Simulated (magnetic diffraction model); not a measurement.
# CrAgBiS4 below its ordering temperature

Space group Fdd2 (no. 43), a = 7.1340 Å, b = 14.2450 Å, c = 12.1710 Å.

| site | atom | x | y | z |
| --- | --- | --- | --- | --- |
| 8a | Bi | 1/4 | 1/4 | 0.8843 |
| 8a | Ag | 1/4 | 1/4 | 0.1877 |
| 8a | Cr | 1/2 | 0 | 0.7806 |
| 16b | S | 0.4159 | 0.3207 | 0.9778 |
| 16b | S | 0.6546 | 0.0796 | 0.0318 |

The compound is invented for this exercise: a known structure type with other elements, its cell scaled to their sizes and not relaxed.

Only Cr is taken to order (form factors of Cr4+); orders and moment sizes are assumed, and not adapted to the symmetry. Radiation: neutrons of λ = 1.8 Å, 8° to 35°; isotropic B of 0.3 Å² (Bi), 0.4 Å² (Ag), 0.53 Å² (Cr) and 0.52 Å² (S). Simulated constant-wavelength pattern: nuclear and magnetic terms add, the magnetic one as |2.695 fm × Σ f S⊥ exp(2πi Q·r) exp(−B s²)|², summed over all Q at one angle with the factor 1/(sin²θ cos θ). For collinear order S is the moment m, which repeats by lattice and centring translations R with the sign exp(−2πi k·R). Free-ion form factors, Sears's scattering lengths of 1992, no absorption; a label names one of the reflections at its angle. The strongest nuclear line in the range is 100, and lines under 0.2 are left out.

Above the ordering temperature:

```
2θ (°)    index      I
 18.33  (1 1 1)   29.7
 22.43  (0 2 2)   11.9
 27.70  (1 3 1)   35.1
 29.28  (0 4 0)   28.0
 30.48  (1 1 3)  100.0
 32.78  (2 2 0)   49.3
 34.01  (2 0 2)    0.5
 34.41  (0 0 4)    2.7
```

Below it (cell unchanged):

```csv
2θ (°),I
18.33,38.5
22.43,16.1
27.70,37.8
29.28,28.9
30.48,102.3
32.78,51.5
34.01,2.5
34.41,3.5
```

**Question.** Find the propagation vector, then choose among these models:
A. collinear moments along [100], 1.67 μB on Cr; signs + at (1/2, 0, 0.7806), + at (1/4, 1/4, 0.5306)
B. collinear moments along [111], 1.67 μB on Cr; signs + at (1/2, 0, 0.7806), − at (1/4, 1/4, 0.5306)
C. collinear moments along [100], 1.67 μB on Cr; signs + at (1/2, 0, 0.7806), − at (1/4, 1/4, 0.5306)
D. collinear moments along [111], 1.67 μB on Cr; signs + at (1/2, 0, 0.7806), + at (1/4, 1/4, 0.5306)

No line moves, and magnetic intensity falls on nuclear lines such as the one at 18.33°, so the magnetic cell equals the chemical primitive cell: k = 0.

Magnetic intensity, observed (below minus above) and for each model:

| 2θ (°) | index | observed | A | B | C | D |
| --- | --- | --- | --- | --- | --- | --- |
| 14.52 | (0 2 0) | <0.2 | <0.2 | 4.8 | 9.7 | <0.2 |
| 17.01 | (0 0 2) | <0.2 | <0.2 | 4.3 | 6.8 | <0.2 |
| 18.33 | (1 1 1) | 8.8 | 4.3 | 8.8 | 4.3 | 8.8 |
| 22.43 | (0 2 2) | 4.2 | 7.2 | <0.2 | <0.2 | 4.2 |
| 29.28 | (0 4 0) | 0.9 | 1.9 | <0.2 | <0.2 | 0.9 |
| 32.78 | (2 2 0) | 2.2 | 0.6 | <0.2 | <0.2 | 2.2 |
| 34.01 | (2 0 2) | 2.0 | 0.6 | <0.2 | <0.2 | 2.0 |
| 34.05 | (0 4 2) | <0.2 | <0.2 | 1.3 | 2.5 | <0.2 |

Model D matches.

The absence at (0 2 0) is telling: the sublattices cancel there.

The structure used: k = (0 0 0), collinear moments along [111], 1.67 μB on Cr; signs + at (1/2, 0, 0.7806), + at (1/4, 1/4, 0.5306).

[Logs are printed without paths, hosts, clocks, repeated set-up lines and the standing remarks that a program may print on its own settings, such as how far it seeks lower states.]
